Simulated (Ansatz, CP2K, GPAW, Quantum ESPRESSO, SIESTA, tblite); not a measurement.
# Running twisted graphene monolayer on bilayer, 77.90° (186 atoms) with Quantum ESPRESSO

How near does Quantum ESPRESSO come to plane waves for twisted graphene monolayer on bilayer, 77.90° (186 atoms)?

Method: the method is named at each step, in Quantum ESPRESSO 7.5.

## Step 1: The starting structure

The cell holds 186 atoms: 186 C. Cell: a = 13.697 Å, b = 13.697 Å, c = 20.690 Å, α = 90.0°, β = 90.0°, γ = 120.0°. It derives from C (graphene). Graphene (a = 2.46 Å) under graphene (a = 2.46 Å), monolayer on bilayer, commensurate cell of 31 unit cells a layer, twist 77.90 deg; facing planes 3.32, 3.37 Å apart as built; 14 Å of vacuum; minimised with a classical potential. Then every atom was moved at random, 0.03 Å r.m.s. a Cartesian component. Regions: layer 1, 62 atoms (62 C); layer 2, 62 atoms (62 C); layer 3, 62 atoms (62 C). Vacuum lies along c.

The yardstick, on the same geometry:

```
method                 : Kohn-Sham DFT, PBE, PAW, plane waves (Ansatz 0.2.0); cutoff 420 eV, Γ point, fermi-dirac smearing of 0.05 eV; PAW set soft_2
r.m.s. force component : 1.862 eV/Å
longest force          : 11.36 eV/Å
SCF cycles             : 10
time                   : 1.9 min on 4 threads of Arm Neoverse V1, shared host
CPU time               : 7.3 min
```

## Step 2: PBE, sssp-1.3.0-efficiency, 45/360 Ry

Method: Kohn-Sham DFT, PBE, SSSP efficiency 1.3.0 pseudopotentials, plane waves.

Input file pw.in:

```
&control
  calculation = 'scf'
  pseudo_dir = './pseudo'
  outdir = './tmp'
  disk_io = 'none'
  tprnfor = .true.
/
&system
  ibrav = 0
  nat = 186
  ntyp = 1
  ecutwfc = 45
  ecutrho = 360
  nosym = .true.
  occupations = 'smearing'
  smearing = 'fd'
  degauss = 0.003675
/
&electrons
  conv_thr = 9.3e-07
  electron_maxstep = 100
  mixing_beta = 0.2
  mixing_mode = 'local-TF'
  diagonalization = 'david'
/
ATOMIC_SPECIES
C 12.011 C.upf
CELL_PARAMETERS angstrom
13.69670 0.00000 0.00000
-6.84835 11.86169 0.00000
0.00000 0.00000 20.69000
ATOMIC_POSITIONS crystal
C 0.07488 0.11548 0.33685
C 0.11515 0.04254 0.33622
C 0.10925 0.31455 0.33624
C 0.14746 0.23555 0.33634
C 0.14220 0.50389 0.33532
C 0.17673 0.42610 0.33521
C 0.17336 0.69873 0.33914
C 0.21266 0.62453 0.33723
C 0.20412 0.89053 0.33869
C 0.25264 0.82109 0.33676
C 0.23285 0.08845 0.33571
C 0.27480 0.00787 0.33569
C 0.27001 0.28047 0.33466
C 0.30830 0.20330 0.33410
C 0.29500 0.47081 0.33612
C 0.34444 0.40043 0.33607
C 0.33509 0.66655 0.33721
C 0.37902 0.59239 0.33621
C 0.36550 0.85650 0.33892
C 0.41164 0.78517 0.33376
C 0.39932 0.05528 0.33426
C 0.43850 0.97724 0.33719
C 0.43205 0.24877 0.33505
C 0.47425 0.16798 0.33510
C 0.45588 0.43635 0.33322
C 0.50938 0.36710 0.33636
C 0.49886 0.63539 0.33457
C 0.54054 0.55914 0.33728
C 0.52566 0.82748 0.33787
C 0.56755 0.75343 0.33910
C 0.55916 0.02009 0.33748
C 0.60395 0.94498 0.33679
C 0.58951 0.21129 0.33604
C 0.63552 0.13973 0.33601
C 0.62554 0.41438 0.33559
C 0.66662 0.33066 0.33729
C 0.65626 0.59818 0.33648
C 0.70105 0.52505 0.33645
C 0.68793 0.79737 0.33770
C 0.73345 0.71967 0.33661
C 0.71983 0.98853 0.33437
C 0.76047 0.91331 0.33799
C 0.75728 0.18335 0.33511
C 0.79324 0.10422 0.33421
C 0.78514 0.37841 0.33623
C 0.82519 0.30288 0.33634
C 0.81617 0.56970 0.33824
C 0.86066 0.49668 0.33710
C 0.84834 0.76204 0.33693
C 0.89193 0.68598 0.33468
C 0.88350 0.95717 0.33786
C 0.92783 0.88415 0.33471
C 0.91440 0.15082 0.33710
C 0.95280 0.07341 0.33642
C 0.94374 0.34147 0.33605
C 0.98789 0.27016 0.33575
[... 126 atom lines left out ...]
C 0.04564 0.39398 0.66299
C 0.01363 0.27939 0.66328
C 0.08490 0.23963 0.66319
C 0.04112 0.11984 0.66441
K_POINTS gamma
```

The run is started by

```console
OMP_NUM_THREADS=1 mpirun -np 4 pw.x -in pw.in > output.txt
```

What it wrote:

```text
Program PWSCF
     gamma-point specific algorithms are used
     one sub-group per band group will be used
     scalapack distributed-memory algorithm (size of sub-group:  2*  2 procs)
     Parallelization info
     sticks:   dense  smooth     PW     G-vecs:    dense   smooth      PW
     Min        4157    2081    517               654126   231186   28895
     Max        4160    2084    520               654136   231196   28904
     Sum       16633    8329   2077              2616525   924755  115607
     bravais-lattice index     =            0
     lattice parameter (alat)  =      25.8830  a.u.
     unit-cell volume          =   22683.9982 (a.u.)^3
     number of atoms/cell      =          186
     number of atomic types    =            1
     number of electrons       =       744.00
     number of Kohn-Sham states=          446
     kinetic-energy cutoff     =      45.0000  Ry
     charge density cutoff     =     360.0000  Ry
     scf convergence threshold =      9.3E-07
     mixing beta               =       0.2000
     number of iterations used =            8  local-TF  mixing
     Exchange-correlation= SLA  PW   PBX  PBC
                           (   1   4   3   4   0   0   0)
     crystal axes: (cart. coord. in units of alat)
               a(1) = (   1.000000   0.000000   0.000000 )
               a(2) = (  -0.500000   0.866025   0.000000 )
               a(3) = (   0.000000   0.000000   1.510583 )
     reciprocal axes: (cart. coord. in units 2 pi/alat)
               b(1) = (  1.000000  0.577350 -0.000000 )
               b(2) = (  0.000000  1.154701  0.000000 )
               b(3) = (  0.000000 -0.000000  0.661996 )
     PseudoPot. # 1 for C :
     Pseudo is Projector augmented-wave + core cor, Zval =  4.0
     atomic species   valence    mass     pseudopotential
     C                 4.00    12.01100     C ( 1.00)
     No symmetry found
   Cartesian axes
     number of k points=     1  Fermi-Dirac smearing, width (Ry)=  0.0037
                       cart. coord. in units 2pi/alat
        k(    1) = (   0.0000000   0.0000000   0.0000000), wk =   2.0000000
     Dense  grid:  1308263 G-vectors     FFT dimensions: ( 160, 160, 240)
     Smooth grid:   462378 G-vectors     FFT dimensions: ( 120, 120, 180)
     Check: negative core charge=   -0.000007
     Initial potential from superposition of free atoms
     starting charge     743.9923, renormalised to     744.0000
     negative rho (up, down):  3.609E-03 0.000E+00
     Starting wfcs are  744 randomized atomic wfcs
     Self-consistent Calculation
     iteration #  1     ecut=    45.00 Ry     beta= 0.20
     negative rho (up, down):  4.460E-05 0.000E+00
     total energy              =   -3435.77888601 Ry
     estimated scf accuracy    <      17.66467431 Ry
     iteration #  2     ecut=    45.00 Ry     beta= 0.20
     negative rho (up, down):  3.342E-07 0.000E+00
     total energy              =   -3427.30158398 Ry
     estimated scf accuracy    <      13.91508326 Ry
     iteration #  3     ecut=    45.00 Ry     beta= 0.20
     total energy              =   -3429.74961612 Ry
     estimated scf accuracy    <       1.40070345 Ry
     iteration #  4     ecut=    45.00 Ry     beta= 0.20
     total energy              =   -3429.77212862 Ry
     estimated scf accuracy    <       0.73291921 Ry
     iteration #  5     ecut=    45.00 Ry     beta= 0.20
     total energy              =   -3429.80073676 Ry
     estimated scf accuracy    <       0.25257450 Ry
     iteration #  6     ecut=    45.00 Ry     beta= 0.20
     total energy              =   -3429.69915057 Ry
     estimated scf accuracy    <       0.21090650 Ry
[...]
negative rho (up, down):  5.076E-04 0.000E+00
[...]
negative rho (up, down):  1.794E-01 0.000E+00
[...]
negative rho (up, down):  1.929E-01 0.000E+00
[...]
total energy              =   -3429.69173257 Ry
[...]
iteration # 25     ecut=    45.00 Ry     beta= 0.20
[...]
total energy              =   -3429.69173818 Ry
     estimated scf accuracy    <       0.00000322 Ry
     iteration # 26     ecut=    45.00 Ry     beta= 0.20
     negative rho (up, down):  7.398E-03 0.000E+00
     total energy              =   -3429.69173992 Ry
     estimated scf accuracy    <       0.00000117 Ry
     iteration # 27     ecut=    45.00 Ry     beta= 0.20
     negative rho (up, down):  7.735E-03 0.000E+00
     End of self-consistent calculation
          k = 0.0000 0.0000 0.0000 ( 57804 PWs)   bands (ev):
   -18.4500 -18.3463 -18.2521 -17.7712 -17.7422 -17.7212 -17.7028 -17.6720
   -17.6681 -17.6624 -17.6214 -17.6116 -17.5771 -17.5649 -17.5447 -17.5184
   -17.5006 -17.4765 -17.4373 -17.4241 -17.3971 -16.3100 -16.2834 -16.2540
   -16.2077 -16.2062 -16.1847 -16.1600 -16.1278 -16.1146 -16.0937 -16.0523
   -16.0144 -15.9951 -15.9768 -15.9658 -15.9170 -15.9124 -15.8437 -15.5540
   -15.5043 -15.4808 -15.4361 -15.4218 -15.4042 -15.3756 -15.3623 -15.3405
[...]
5.4127   5.4865   5.5062   5.5150   5.5528   5.5681   5.5869   5.5891
     5.5959   5.6019   5.6492   5.6609   5.6798   5.7245   5.7323   5.7767
     5.7952   5.8200   5.8634   5.8798   5.8933   5.9046   5.9057   5.9203
     5.9239   6.5244   6.5538   6.5661   6.5790   6.5881
     the Fermi energy is     1.1888 ev
!    total energy              =   -3429.69173954 Ry
     total all-electron energy =    -14173.813935 Ry
     estimated scf accuracy    <       0.00000093 Ry
     smearing contrib. (-TS)   =      -0.00000000 Ry
     internal energy E=F+TS    =   -3429.69173954 Ry
     The total energy is F=E-TS. E is the sum of the following terms:
     one-electron contribution =  -22654.22428502 Ry
     hartree contribution      =   11559.66703110 Ry
     xc contribution           =    -864.05399949 Ry
     ewald contribution        =    9676.05603604 Ry
     one-center paw contrib.   =   -1147.13652217 Ry
     convergence has been achieved in  27 iterations
     negative rho (up, down):  7.735E-03 0.000E+00
     Forces acting on atoms (cartesian axes, Ry/au):
     atom    1 type  1   force =    -0.14272569    0.06886728   -0.00811139
     atom    2 type  1   force =     0.07689171    0.00041390    0.00033861
     atom    3 type  1   force =    -0.08997268   -0.18212990   -0.00577502
     atom    4 type  1   force =     0.08438427    0.01918749   -0.00633428
     atom    5 type  1   force =    -0.17853454    0.06232138    0.01528678
     atom    6 type  1   force =     0.12885735    0.12667554    0.00151971
[...]
atom  184 type  1   force =    -0.15805416    0.01295336    0.00043697
     atom  185 type  1   force =     0.20811089   -0.04017841   -0.00254359
     atom  186 type  1   force =     0.02008652   -0.01301788   -0.01882968
     Total force =     1.714117     Total SCF correction =     0.000799
     Message from routine punch:
     Nothing written, as per user request (disk_io='none')
```

It took 18 min on 4 MPI ranks of Arm Neoverse V1, shared host; peak memory 14 GiB; 72 min of CPU time.

Banners, paths, timers and routine set-up lines are dropped from the logs unmarked, and long logs keep their key lines alone; longer cuts are marked.

Numbers from this run, and their distance from the reference:

| Quantity | Value |
| --- | --- |
| r.m.s. force component | 1.866 eV/Å |
| r.m.s. difference of force components | 4.402 meV/Å |
| longest difference of force vectors | 36.69 meV/Å |
| force difference over r.m.s. force | 0.2363 % |
| slope of forces against the reference's | 1.002 |
| correlation of force components | 1 |

A closer look about C129, which bears the longest force: 10 atoms, nearest first, numbered in the order of the input, with positions taken from that point.

```csv
atom,x,y,z,distance (Å),bonds,Fx,Fy,Fz (eV/Å)
C129,0.00,0.00,0.00,0.00,3,-9.18,-6.76,-0.13
C168,0.94,0.83,-0.02,1.26,3,9.46,4.64,0.11
C130,0.14,-1.45,-0.03,1.46,3,1.05,1.13,0.69
C158,-1.41,0.46,0.01,1.49,3,0.60,0.11,0.15
C167,0.78,2.24,-0.02,2.37,3,-0.54,0.93,0.17
C135,2.37,0.31,-0.01,2.39,3,-1.30,1.19,-0.09
C133,1.49,-1.96,0.03,2.46,3,-1.81,0.35,-0.36
C157,-1.61,1.86,0.02,2.46,3,-3.53,-0.55,-0.43
C127,-1.00,-2.31,0.00,2.52,3,3.54,-1.87,-0.14
C125,-2.55,-0.41,0.00,2.58,3,1.68,-1.40,0.25
```

Forces lie 0.24 % from the reference's, at 9.9 times its CPU time.

## Step 3: Summary of results

```yaml
force_difference_from_the_reference: QE PBE, sssp-1.3.0-efficiency, 45/360 Ry, 0.24 %
its_cpu_time: 72 min
```

**Reading.** PBE on plane waves or a grid with other potentials, cutoffs or grids differs from the reference by 0.24 % (QE PBE, sssp-1.3.0-efficiency, 45/360 Ry) of the r.m.s. force; this holds the reference's own error, so differences of a few per cent don't tell which side is nearer the exact PBE result (QE's 45 Ry are 612 eV, against the reference's 420 eV). The reference's PBE has no dispersion term, which matters for the binding between molecules or layers. One k-point is far too coarse for the carbon or group-IV sheet, and it can put spurious forces of up to about 1 eV/Å on the sheet's atoms. The electronic-structure runs sample only Γ, in a cell whose shortest periodic width is 12 Å.

[Also dropped from logs without a mark: logging warnings of Python, and SIESTA's first energy breakdown and zero terms.]

[Logs are printed without paths, hosts, clocks, repeated set-up lines and the standing remarks that a program may print on its own settings, such as how far it seeks lower states.]

[Hosts, paths, dates, database ids (printed as entryN), source tags and the programs' standing remarks are cut or masked in the printed files.]
